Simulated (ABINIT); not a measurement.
# LiCl (Fm-3m): G0W0 with ABINIT, start to end

Wanted: ground state, empty states, screening and self-energy for LiCl (Fm-3m).

Method: PBE and many-body steps on it, plane waves, in ABINIT 10.8.3.

This is a report of a sequence of runs, with most program output left out.

## Step 1: The structure

Symmetry: Fm-3m, No. 225, cubic system. The conventional cell has a = 5.143 Å, b = 5.143 Å, c = 5.143 Å, α = 90.00°, β = 90.00°, γ = 90.00°. Nearest to Li lie 6 Cl at 2.57 Å. Nearest to Cl lie 6 Li at 2.57 Å. Farther neighbours and most contacts between anions are not listed.

The cell and positions come from the Crystallography Open Database and are kept as given unless a step says otherwise.

## Step 2: Ground state

This step: ABINIT 10.8.3; DFT, PBE, plane waves, norm-conserving pseudopotentials.

The ground-state density comes first.

The input, run.abi:

```
acell 3*1.0 Angstrom
rprim 
  0.000000000000 2.571500000000 2.571500000000
  2.571500000000 0.000000000000 2.571500000000
  2.571500000000 2.571500000000 -0.000000000000
ntypat 2
znucl 3 17
natom 2
typat 1 2
xred 
  0.000000000000 0.000000000000 0.000000000000
  0.500000000000 0.500000000000 0.500000000000
pp_dirpath "pseudos"
pseudos "Li.upf, Cl.upf"
ecut 33
ngkpt 8 8 8
nshiftk 1
shiftk 0 0 0
kptopt 1
chksymbreak 0
nband 10
occopt 1
tolvrs 1e-10
nstep 60
prtwf 0
optforces 0
optstress 0
indata_prefix "in"
outdata_prefix "out"
tmpdata_prefix "tmp"
```

The run is started by

```sh
OMP_NUM_THREADS=1 mpirun -n 4 abinit run.abi > log
```

Elapsed: 15 s, on 4 MPI ranks of Intel Xeon Platinum 8259CL at 2.50GHz (Skylake/Cascade Lake), shared host; peak memory 0.31 GiB.

Numbers from this step:

```
total energy               : -645.9140 eV
gap                        : 6.285 eV
k of the valence top       : 0, 0, 0
k of the conduction bottom : 0, 0, 0
least direct gap           : 6.285 eV
```

The gap is direct, at Γ.

## Step 3: Bands along the symmetry lines

The cheap functional maps the bands first; the places of the edges decide which points the dearer methods must see.

The input, run.abi:

```
acell 3*1.0 Angstrom
rprim 
  0.000000000000 2.571500000000 2.571500000000
  2.571500000000 0.000000000000 2.571500000000
  2.571500000000 2.571500000000 -0.000000000000
ntypat 2
znucl 3 17
natom 2
typat 1 2
xred 
  0.000000000000 0.000000000000 0.000000000000
  0.500000000000 0.500000000000 0.500000000000
pp_dirpath "pseudos"
pseudos "Li.upf, Cl.upf"
ecut 33
iscf -2
irdden 1
kptopt 0
nkpt 50
kpt 
  0.00000000 0.00000000 0.00000000
  0.06250000 0.00000000 0.06250000
  0.12500000 0.00000000 0.12500000
  0.18750000 0.00000000 0.18750000
  0.25000000 0.00000000 0.25000000
  0.31250000 0.00000000 0.31250000
  0.37500000 0.00000000 0.37500000
  0.43750000 0.00000000 0.43750000
  0.50000000 0.00000000 0.50000000
  0.51562500 0.03125000 0.51562500
  0.53125000 0.06250000 0.53125000
  0.54687500 0.09375000 0.54687500
  0.56250000 0.12500000 0.56250000
  0.57812500 0.15625000 0.57812500
  0.59375000 0.18750000 0.59375000
  0.60937500 0.21875000 0.60937500
  0.62500000 0.25000000 0.62500000
  0.37500000 0.37500000 0.75000000
  0.32812500 0.32812500 0.65625000
  0.28125000 0.28125000 0.56250000
  0.23437500 0.23437500 0.46875000
  0.18750000 0.18750000 0.37500000
  0.14062500 0.14062500 0.28125000
  0.09375000 0.09375000 0.18750000
  0.04687500 0.04687500 0.09375000
  0.00000000 0.00000000 0.00000000
  0.06250000 0.06250000 0.06250000
  0.12500000 0.12500000 0.12500000
  0.18750000 0.18750000 0.18750000
  0.25000000 0.25000000 0.25000000
  0.31250000 0.31250000 0.31250000
  0.37500000 0.37500000 0.37500000
  0.43750000 0.43750000 0.43750000
  0.50000000 0.50000000 0.50000000
  0.50000000 0.46875000 0.53125000
  0.50000000 0.43750000 0.56250000
  0.50000000 0.40625000 0.59375000
  0.50000000 0.37500000 0.62500000
  0.50000000 0.34375000 0.65625000
  0.50000000 0.31250000 0.68750000
  0.50000000 0.28125000 0.71875000
  0.50000000 0.25000000 0.75000000
  0.50000000 0.21875000 0.71875000
  0.50000000 0.18750000 0.68750000
  0.50000000 0.15625000 0.65625000
  0.50000000 0.12500000 0.62500000
  0.50000000 0.09375000 0.59375000
  0.50000000 0.06250000 0.56250000
  0.50000000 0.03125000 0.53125000
  0.50000000 0.00000000 0.50000000
istwfk *1
nband 12
nbdbuf 2
tolwfr 1e-08
nstep 40
prtwf 0
prtvol 0
indata_prefix "in"
outdata_prefix "out"
tmpdata_prefix "tmp"
```

Run time: 14 s. Hardware: 4 MPI ranks; peak memory 0.29 GiB.

Numbers from this step:

```
gap                        : 6.282 eV
k of the valence top       : 0.0469, 0.0469, 0.0938
k of the conduction bottom : 0, 0, 0
least direct gap           : 6.285 eV
```

The gap is 6.282 eV, −0.002 eV from the run before at this level.

The electronic bands at the labelled points (eV, zero at the top of the highest filled band; v1 is the highest filled band, c1 the lowest empty one):

```csv
point,v4,v3,v2,v1,c1,c2,c3,c4
Γ,-13.37,0.00,0.00,0.00,6.28,11.79,11.79,11.79
halfway,-13.01,-1.49,-0.58,-0.58,8.48,9.49,9.68,12.42
X,-12.57,-2.86,-1.09,-1.09,7.81,8.26,12.37,14.06
halfway,-12.58,-2.75,-1.31,-1.01,7.94,8.69,12.06,13.04
U,-12.60,-2.45,-1.76,-0.82,8.04,9.86,11.37,11.65
jump to K,-12.60,-2.45,-1.76,-0.82,8.04,9.86,11.37,11.65
halfway,-13.00,-1.69,-0.85,-0.09,7.91,10.03,10.29,10.78
Γ,-13.37,0.00,0.00,0.00,6.28,11.79,11.79,11.79
halfway,-13.11,-1.56,-0.14,-0.14,7.18,10.60,10.60,10.89
L,-12.81,-2.78,-0.25,-0.25,6.74,9.43,9.43,12.89
halfway,-12.70,-2.51,-1.29,-0.57,8.17,9.25,10.46,11.65
W,-12.58,-2.09,-2.09,-1.05,9.46,10.08,10.36,10.36
halfway,-12.58,-2.65,-1.42,-1.07,8.29,8.90,11.76,12.07
X,-12.57,-2.86,-1.09,-1.09,7.81,8.26,12.37,14.06
```

## Step 4: Empty states on the mesh, 4×4×4 mesh, 264 bands

The sums over transitions need many empty states on a uniform mesh; this step solves for them.

The input, run.abi:

```
acell 3*1.0 Angstrom
rprim 
  0.000000000000 2.571500000000 2.571500000000
  2.571500000000 0.000000000000 2.571500000000
  2.571500000000 2.571500000000 -0.000000000000
ntypat 2
znucl 3 17
natom 2
typat 1 2
xred 
  0.000000000000 0.000000000000 0.000000000000
  0.500000000000 0.500000000000 0.500000000000
pp_dirpath "pseudos"
pseudos "Li.upf, Cl.upf"
ecut 33
ngkpt 4 4 4
nshiftk 1
shiftk 0 0 0
kptopt 1
chksymbreak 0
irdden 1
istwfk *1
nband 264
prtvol 0
optdriver 6
gwr_task "HDIAGO"
paral_kgb 0
occopt 1
indata_prefix "in"
outdata_prefix "out"
tmpdata_prefix "tmp"
```

The job ended after 28 s (4 MPI ranks; peak memory 1.2 GiB; 1.8 min of CPU time).

This step gave:

```
gap                                                           : 6.285 eV
k of the valence top                                          : 0, 0, 0
k of the conduction bottom                                    : 0, 0, 0
least direct gap                                              : 6.285 eV
k points computed                                             : 8
lowest point of the top converged band, above the valence top : 200.1605 eV
```

On this mesh the gap is 6.285 eV.

## Step 5: Screening, 4×4×4 mesh, 256 bands, screening to 261.2 eV

The RPA dielectric matrix is built and inverted for each q.

This step: RPA screening on PBE, plane waves, norm-conserving pseudopotentials.

Edit run.abi of step 4 so:

```diff
@@ -20,10 +20,11 @@
 chksymbreak 0
-irdden 1
 istwfk *1
-nband 264
-prtvol 0
-optdriver 6
-gwr_task "HDIAGO"
-paral_kgb 0
 occopt 1
+irdwfk 1
+optdriver 3
+nband 256
+ecuteps 9.6
+inclvkb 2
+awtr 1
+symchi 1
 indata_prefix "in"
```

The job ended after 87 s (4 MPI ranks; peak memory 1.1 GiB; 5.8 min of CPU time).

Numbers from this step:

```yaml
eps_infinity_with_local_fields_on_this_mesh_along_the_program_s_q_direction: 2.837
the_same_without_local_fields: 3.340
plasma_frequency: 20.14 eV
plane_waves_in_the_screening_matrix: 331
```

Local fields lower ε∞ by 15 %. On a Γ-centred mesh this coarse the value itself is usually too large, while a short band sum pulls it down.

## Step 6: Self-energy, 4×4×4 mesh, 256 bands, screening to 261.2 eV

The self-energy is evaluated for the states that the input lists, and the levels follow from it, in one-shot runs by the linearised quasiparticle equation.

This step: G0W0 on PBE, plane waves, norm-conserving pseudopotentials.

Edit run.abi of step 5 so:

```diff
@@ -23,8 +23,15 @@
 irdwfk 1
-optdriver 3
+optdriver 4
 nband 256
+gwcalctyp 0
+ecutsigx 33
+symsigma 1
+nkptgw 1
+kptgw 
+  0.0000000000 0.0000000000 0.0000000000
+bdgw 
+  3 9
 ecuteps 9.6
-inclvkb 2
-awtr 1
-symchi 1
+irdscr 1
+ppmodel 1
 indata_prefix "in"
```

The job ended after 49 s (4 MPI ranks; peak memory 1.2 GiB; 3.3 min of CPU time).

This step gave:

* G0W0 gap on the points computed: 9.015 eV
* starting gap on the mesh: 6.285 eV
* k of the valence top: 0, 0, 0
* k of the conduction bottom: 0, 0, 0
* Z at the valence top: 0.802
* Z at the conduction bottom: 0.846
* least direct G0W0 gap on the computed points: 9.015 eV

The gap on the mesh goes from 6.28 eV to 9.02 eV, a correction of +2.73 eV.

Limits: finite bands, cutoff and mesh; coarse k mesh. v1 is the top filled band, c1 the lowest empty one. Levels before and after the correction, in eV, zero at the valence-band top of each column:

```csv
,conduction bottom,valence top
Kohn-Sham,6.28,0.00
G0W0,9.02,0.00
```

```csv
,level,energy (eV)
Kohn-Sham,Γ v3-v1,0.000
Kohn-Sham,Γ c1,6.285
Kohn-Sham,Γ c2-c4,11.792
G0W0,Γ v3-v1,0.000
G0W0,Γ c1,9.015
G0W0,Γ c2-c4,15.002
```

## Step 7: Where the time went

Times are wall times on 4 MPI ranks of Intel Xeon Platinum 8259CL at 2.50GHz (Skylake/Cascade Lake), shared host, good to a factor of about two.

```csv
step,time,share,memory (GiB)
ground state,15 s,8 %,0.31
bands along the symmetry lines,14 s,7 %,0.29
empty states on the mesh,28 s,14 %,1.2
screening,87 s,45 %,1.1
self-energy,49 s,25 %,1.2
```

## Step 8: What came out

* PBE gap: 6.28 eV, indirect (only 2 meV under the direct gap)
* G0W0 gap on the mesh: 9.02 eV
* GW settings: 4×4×4 mesh, 256 bands, screening to 261.2 eV, Godby-Needs plasmon pole
* known limits: not at the basis limit; coarse k mesh

**Reading.** G0W0 moves the gap on the mesh from 6.28 eV to 9.02 eV (+2.73 eV), with Z of 0.80 and 0.85 at the edges. Local fields lower the RPA ε∞ on this mesh from 3.34 to 2.84; a Γ-centred mesh this coarse tends to raise both, most where the direct gap is narrow, while a short band sum lowers them. Only 1 of the mesh's irreducible points was corrected, so a valley elsewhere could overtake. The dearest step here is «screening». Bands and cutoff are finite, so the gap is not at the basis limit. The miss can reach some tenths of an eV and take either sign; the mesh is an error of its own. In the G0W0 run levels were corrected at 1 k point alone, so a gap called «on the mesh» is the least over those, and an edge elsewhere would be missed. The 4×4×4 mesh is coarse for this cell, which bears on the long-range parts of exchange and screening.

[Paths, hosts, dates, memory and timing lines, banners, echoed tables and standing remarks are left out of the program output.]

[Logs are printed without paths, hosts, clocks, repeated set-up lines and the standing remarks that a program may print on its own settings, such as how far it seeks lower states.]

[Runs of the session that timed out or met a known fault of the program may be left out.]

[Hosts, paths, dates, database ids (printed as entryN), source tags and the programs' standing remarks are cut or masked in the printed files.]

[G0W0 gaps are taken among the corrected bands and points alone; a level outside them can change the order at an edge.]

[Where Ansatz stands beside ABINIT at settings called matched, ABINIT's density can come from a denser mesh and the files from another edition; pairs whose starting gaps differed by over 0.03 eV were left out, so agreement reads better than it is.]
